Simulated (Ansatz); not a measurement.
# Lattice dynamics of Nb2NF2 monolayer, part 3 of 3

Aim: the vibrations of Nb2NF2 monolayer, their spectra, and whether the structure is stable.

Ansatz 0.2.0; DFT PBE, scalar-relativistic, plane waves, PAW; PAW set soft_1.

So far. Step 4 (Relaxing to small forces for the phonons): The largest force component left is 0.025 meV/Å, within the tolerances set. Step 5 (Modes at Γ): Before it was imposed, the acoustic sum rule was missed by 2.6e-5 eV/Å². Small misses are needed for a sound result but don't prove that mesh and cutoff are converged. The lowest optical mode is real, 151 cm⁻¹.

## (6) Response at finite wavevector

Stability and thermal properties need the whole zone. Linear response on a 6×6×1 q mesh gives force constants as far as a supercell of that size would.

input.yaml reads:

```yaml
crystal:
  lattice:
    - [3.2736513786, 0.0, 0.0]
    - [-1.6368256893, 2.835065257, 0.0]
    - [0.0, 0.0, 33.2]
  atoms:
    - { symbol: "N", position: [0.0, 0.0, 0.3012048193] }
    - { symbol: Nb, position: [0.3333333333, 0.6666666667, 0.3318222846] }
    - { symbol: Nb, position: [0.6666666667, 0.3333333333, 0.270587354] }
    - { symbol: F, position: [0.6666666667, 0.3333333333, 0.3715011905] }
    - { symbol: F, position: [0.3333333333, 0.6666666667, 0.230908448] }
  periodic: [true, true, false]
kpoints:
  mp_grid: { grid: [12, 12, 1] }
hamiltonian:
  xc: pbe
  pseudopotentials: { kind: paw, azcp: { folder: soft_1 } }
scf:
  occupations: { method: methfessel_paxton, width: 0.2 }
output:
  eigenvalues: true
phonons:
  method: dfpt
  qmesh: [6, 6, 1]
  temperatures: { t_max: 1000, t_step: 50 }
  qpath:
    path:
      - [0.0, 0.0, 0.0]
      - [0.5, 0.0, 0.0]
      - [0.33333333, 0.33333333, 0.0]
      - [0.0, 0.0, 0.0]
    npoints: 10
```

Run with:

```sh
$ ansatz run input.yaml --threads 4 --pin off --max-ram 16384MiB --backend cpu --events-out ev --progress --plain --runs-dir out
```

Numbers of over 12 decimals in the logs are rounded to 6 here.

The log of the run:

```text
[...]
Crystal: 5 atoms, lattice volume = 308.130 Å³
Basis set: ecut = 420 eV, 6135 PW (Γ), exchange–correlation on 48×48×450 points (8 copies of the dense FFT grid, shifted against one another)
Bands: 28, of which v1, the nominal top of the filled ones, is band 23 counted from 1 (22 counted from 0)
Symmetry: 12 space group operations
k-points: 19 of 144 (irreducible under 6 space group operations, time reversal used)
[...]
SCF iter   1: F=—  HF=-11114.412355 eV  |F-HF|=—  |Δ(HF+E_count)|=         —  Δρ=7.24e-2  dr2=2.17e1  ethr=3.10e-3  ⟨swp⟩=11.1  Hψ=3685  notcnv=0
[...]
SCF iter  12: F=-11108.597426 eV  HF=-11108.597426 eV  |F-HF|=7.09e-11  |Δ(HF+E_count)|=  5.26e-10  S|Δr|=    0.00e0  Δρ=2.50e-8  dr2=1.19e-12  ethr=1.00e-12  ⟨swp⟩=19.2  Hψ=4711  notcnv=0
SCF 1 converged in 12 iterations: F = -11108.597426 eV  dr2 = 1.19e-12
[...]
phonons: the bands overlap, so this run is a metal and interpolates without the dipole-dipole term. If the crystal is really an insulator or semiconductor, its LO-TO splitting is missing
NSCF: frozen V_eff on 19 k-points
[...]
DFPT response loops at q = (0, 0, 0) (fractional): preconditioner auto → none (partly filled bands, converged f_vac=0.785); β = 0.50; Broyden in place of MSR1
[...]
SCF converged after 12 iterations
[...]
Free energy (F): -11108.597426 eV
[...]
Internal energy: -11108.603404 eV  (E = F + TS)
E sigma→0 (E₀):  -11108.598921 eV
Entropy (-TS):   0.005978 eV (1.196 meV/atom)
Fermi energy:    -3.942369 eV
[...]
--- Band table (eV; the first three rows and the last of 19) ---
  k-point 0: bands = [... 19 lower, -9.8470, -6.1899, -6.1899, -4.0629, -3.6375, -2.7229, -2.7229, -2.3190, ... 1 higher]
  k-point 1: bands = [... 19 lower, -9.8177, -6.3166, -6.0604, -4.1091, -3.4627, -2.8398, -2.7295, -2.5680, ... 1 higher]
  k-point 2: bands = [... 19 lower, -9.7979, -6.5981, -5.7001, -4.2915, -3.3930, -2.6827, -2.6089, -2.4800, ... 1 higher]
  k-point 18: bands = [... 19 lower, -9.9513, -5.4019, -5.4019, -5.3624, -2.2863, -2.2863, -1.9612, -0.9358, ... 1 higher]
--- Phonons (Γ-DFPT): 10 representative perturbations + reference (Σ response iterations 56) ---
  ASR residual: 5.544e-5 → 0.000e0 eV/Å²; symmetrization residual: 6.489e-6 eV/Å²
[...]
ASR residual per site (eV/Å²): 5.54e-5 2.74e-5 1.65e-5 1.65e-5 1.89e-5
[...]
--- Phonons (arbitrary-q DFPT): 7 irreducible q on the 6×6×1 mesh ---
  q = [0.0000, 0.0000, 0.0000] (star 1, of the zone-centre solve; hermiticity 5.36e-7, symmetrization 8.42e-14, taken by the last average 2.23e-7): -0.00 0.00 0.00 151.00 151.00 209.64 209.64 239.97 239.97 262.91 324.69 391.68 410.43 626.06 626.06
  q = [0.0000, 0.1667, 0.0000] (star 6, 15 solved perturbations on 78 of 144 k-point pairs; hermiticity 6.17e-7, symmetrization 6.33e-11, taken by the last average 3.80e-7): -90.64 -43.58 41.33 121.76 147.68 216.01 221.06 231.21 232.83 253.75 340.98 370.65 380.95 619.83 626.01
[...]
q = [0.1667, 0.1667, 0.0000] (star 6, 10 solved perturbations in 1110 linear systems a pass and spin channel, the states on 144 of 144 k-point pairs; hermiticity 2.72e-7, symmetrization 2.80e-10, taken by the last average 9.42e-7): -129.01 -53.13 117.66 135.05 170.37 212.33 219.35 220.95 230.84 261.63 335.25 346.03 401.46 630.24 632.52
[...]
sum rule: each row above includes the acoustic sum rule's correction from the zone centre's row sums; it moved no ω² by more than (1.04 cm⁻¹)²
  mesh force constants: q→R imaginary residual 2.81e-18; ASR residual 5.544e-5 → 0.000e0 eV/Å²; symmetrization residual 1.421e-14 eV/Å²
  interpolated dispersion: 31 rows × 15 modes
  density of states and harmonic sums: on the 24×24×1 q-mesh, interpolated from the force constants of a 6×6×1 supercell (no non-analytic term)
  largest difference from the sums on the solved wave vectors: F 3.19e-2 eV, S 4.14e-5 and C_V 9.42e-6 eV/K
  zero-point energy: 0.243353 eV/cell   skipped modes (ω ≤ 0): 122, of them read as no rigid motion or as one in doubt: 119 (1.969e0 modes/cell left out, lowest -164.11 cm⁻¹)   left out of the sums: 1.32e-1 of the cell's modes: C_V's classical limit lies that fraction below 3 k_B per atom; for a crystal, a wire or a layer, F and S can be off by more, and a phonons.interpolated_qmesh denser along its periods is the remedy for the sampling
```

Elapsed: 33 min, on 4 threads of Arm Neoverse V2, shared host; peak memory 2.8 GiB.

Numbers from this step:

- sum-rule residual before enforcement: 5.54e-5 eV/Å²
- lowest frequency on the path: -164.1 cm⁻¹
- highest frequency on the path or at a solved wavevector: 642.5 cm⁻¹
- lowest mode on the q mesh (acoustic modes at Γ apart): -164.1 cm⁻¹

Frequencies (cm⁻¹) solved at each irreducible wavevector; negative means imaginary. Frequencies by wavevector, by row:

```
q in reciprocal lattice units  star  mode 1  mode 2  mode 3  mode 4  mode 13  mode 14  mode 15
                        0 0 0     1       0       0       0     151    410.4    626.1    626.1
                   0 0.1667 0     6   -90.6   -43.6    41.3   121.8    380.9    619.8      626
                   0 0.3333 0     6  -122.2   -49.6   124.4     154      416    630.7    634.9
                     0 -0.5 0     3  -164.1   -78.5   162.7   172.5    437.1    617.8    633.1
              0.1667 0.1667 0     6    -129   -53.1   117.7   135.1    401.5    630.2    632.5
              0.1667 0.3333 0    12  -144.9   -77.3   134.1   164.8    430.1    627.7    638.9
              0.3333 0.3333 0     2    -120   -16.4   -16.4   193.1    436.1      640      640
```

Interpolated from a 6×6×1 q mesh. The phonon branches at the labelled points (cm⁻¹):

```
  point  branch 1  branch 2  branch 3  branch 4  branch 12  branch 13  branch 14  branch 15
      Γ         0         0         0       151        392        410        626        626
halfway       -82       -80        88       136        348        394        626        631
      M      -164       -78       163       172        350        437        618        633
halfway      -146       -88       133       178        339        434        624        640
      K      -120       -16       -16       193        326        436        640        640
halfway      -129       -53       118       135        346        402        630        632
      Γ         0         0         0       151        392        410        626        626
```

Tetrahedra on a 24×24×1 mesh, mean over bins of 10 cm-1. Interpolated from a 6×6×1 q mesh. Table of phonon density of states by wavenumber; read off at these points:

```
wavenumber (cm⁻¹)  phonon density of states (1/cm⁻¹/cell)
             -165                                 0.00311
             -135                                  0.0186
             -105                                 0.00719
              -85                                  0.0139
              -55                                  0.0188
              -25                                 0.00584
                5                                 0.00364
               35                                 0.00197
               55                                 0.00208
               85                                 0.00415
              115                                  0.0167
              145                                  0.0406
              155                                  0.0441
              175                                  0.0214
              195                                  0.0161
              215                                   0.234
              225                                  0.0901
              255                                  0.0511
              285                                       0
              305                                       0
              335                                  0.0380
              345                                  0.0755
              365                                 0.00379
              395                                  0.0107
              425                                  0.0191
              445                                       0
              475                                       0
              505                                       0
              535                                       0
              565                                       0
              585                                       0
              615                                 0.00924
              635                                  0.0993
              645                                  0.0134
```

The partial phonon density of states has structure finer than the step of the table below, so its rows give means over 25 cm⁻¹, whole bins alone (the curve runs from -173 to 672 cm⁻¹). Peaks (cm⁻¹: height): F 214.9: 0.149, 342.4: 0.0403; N 432.7: 0.0188, 629.3: 0.0807; Nb -141.0: 0.0135, -71.9: 0.0194, 151.2: 0.0345, 209.6: 0.0318, 252.1: 0.0319, 342.4: 0.0116, 432.7: 0.00776.

Phonopy on the run's constants, 19x19x1 mesh, Gaussian sigma 6.0 cm-1. Interpolated from a 6×6×1 q mesh. The partial phonon density of states by wavenumber; means over each step; values in 1/cm⁻¹/cell:

```
wavenumber (cm⁻¹)        F        N       Nb
             -150  0.00138  0.00469  0.00902
             -125  0.00138  0.00356  0.00843
             -100  0.00102  0.00121  0.00635
              -75  0.00225  0.00244   0.0167
              -50  0.00172  0.00168   0.0102
              -25   9.5e-4   6.2e-4  0.00380
                0   3.6e-4   1.6e-4  0.00159
               25   5.4e-4   2.2e-4  0.00216
               50   3.9e-4   1.3e-4  0.00163
               75   5.4e-4   1.4e-4  0.00231
              100  0.00140   3.0e-4  0.00677
              125  0.00391   6.8e-4   0.0174
              150  0.00808   3.9e-4   0.0297
              175  0.00411   1.1e-4   0.0165
              200   0.0422   3.3e-4   0.0232
              225   0.0896   5.8e-4   0.0215
              250   0.0139   7.3e-5   0.0239
              275  0.00175   4.6e-6  0.00505
              300  0.00191   2.4e-5   3.0e-4
              325   0.0293  0.00204  0.00603
              350   0.0251  0.00218  0.00759
              375  0.00455  0.00246  0.00238
              400  0.00268  0.00590  0.00338
              425   7.5e-4   0.0135  0.00569
              450   1.5e-4  0.00294  0.00120
              475        0        0        0
              500        0        0        0
              525        0        0        0
              550        0        0        0
              575        0        0        0
              600   5.5e-6  0.00165   1.2e-4
              625   1.7e-4   0.0545  0.00463
              650   5.9e-5   0.0170  0.00175
```

Symmetry leaves 7 wavevectors to solve. The lowest mode among them, the acoustic zeros apart, lies at q = (0, -0.5, 0) and is imaginary, 164.1i cm⁻¹, so the energy falls along it.

## (7) Another isotope

An isotope changes the mass and not the force constants, so no new electronic calculation is needed; the shifts show which modes move this element.

The same force constants with the mass of N changed from 14.007 to 15.000 u (phonopy, no LO-TO term). Both lists are sorted by frequency; levels can cross, so a row need not hold one and the same mode. Modes under 3 cm⁻¹ are left out. Isotope shifts, by row, the first 40 of 57 rows:

```
         q  rank  natural mass (cm⁻¹)  changed mass (cm⁻¹)
     0 0 0     4                  151                  151
     0 0 0     5                  151                  151
     0 0 0     6                209.6                209.6
     0 0 0     7                209.6                209.6
     0 0 0     8                  240                  240
     0 0 0     9                  240                  240
     0 0 0    10                262.9                262.9
     0 0 0    11                324.7                316.1
     0 0 0    12                391.7                389.6
     0 0 0    13                410.4                410.4
     0 0 0    14                626.1                606.3
     0 0 0    15                626.1                606.3
0 0.1667 0     1               -90.64                -90.4
0 0.1667 0     2               -43.58               -43.35
0 0.1667 0     3                41.34                41.26
0 0.1667 0     4                121.8                121.5
0 0.1667 0     5                147.7                147.7
0 0.1667 0     6                  216                  216
0 0.1667 0     7                221.1                  221
0 0.1667 0     8                231.2                231.1
0 0.1667 0     9                232.8                232.8
0 0.1667 0    10                253.8                253.7
0 0.1667 0    11                  341                335.6
0 0.1667 0    12                370.6                370.6
0 0.1667 0    13                380.9                376.6
0 0.1667 0    14                619.8                600.8
0 0.1667 0    15                  626                606.6
0 0.3333 0     1               -122.2               -120.9
0 0.3333 0     2               -49.65                -49.5
0 0.3333 0     3                124.4                124.3
0 0.3333 0     4                  154                  154
0 0.3333 0     5                  172                171.8
0 0.3333 0     6                209.1                209.1
0 0.3333 0     7                217.3                217.3
0 0.3333 0     8                223.8                223.8
0 0.3333 0     9                226.2                226.1
0 0.3333 0    10                260.8                260.8
0 0.3333 0    11                328.2                328.2
0 0.3333 0    12                347.8                347.4
0 0.3333 0    13                  416                406.6
```

A mode of this element alone would shift by -3.37 %. The highest zone-centre frequency without the field goes from 626.1 to 606.3 cm⁻¹ (-3.2 %). The product of the frequency ratios over all optical modes at Γ is 0.908; the product rule, (m/m′)^(3k/2) (M′/M)^(3/2) with k = 1 such atoms and M the mass of the cell, gives 0.908.

## (8) Outcome

* space group after relaxation (within 0.01 Å): P-3m1
* area per atom: 1.86 Å²
* electronic character: no gap on this mesh
* highest optical mode at the zone centre (no LO-TO term): 626 cm⁻¹
* lowest optical zone-centre mode: 151 cm⁻¹
* lowest mode on the q mesh (acoustic modes at Γ apart): -164 cm⁻¹
* highest frequency on the path or at a solved wavevector: 642 cm⁻¹
* imaginary modes on the 6×6×1 q mesh: yes

What this shows: Modes are clearly imaginary (beyond 10i cm⁻¹) at 6 of the 7 irreducible wavevectors, most at q = (0, -0.5, 0) (164.1i cm⁻¹), so this structure is not a minimum of the energy. The optical modes at Γ span 151 to 626 cm⁻¹. The highest mode in this list at Γ, 626.1 cm⁻¹, is mostly motion of N (94 % of the kinetic energy). With no gap, or one that is small against the smearing, the frequencies hang on the k mesh and the smearing, most of all near Kohn anomalies. The phonon runs are without spin polarisation, although the cell has an odd electron count. In a sheet or slab the interpolated bending branch near Γ is rough, since the rotational sum rule isn't imposed. The starting cell was built on a prototype and not taken from a measurement. These are harmonic frequencies at zero temperature: anharmonic shifts, linewidths and thermal expansion are left out.

[Logs are printed without paths, hosts, clocks, repeated set-up lines and the standing remarks that a program may print on its own settings, such as how far it seeks lower states.]

[Hosts, paths, dates, database ids (printed as entryN), source tags and the programs' standing remarks are cut or masked in the printed files.]
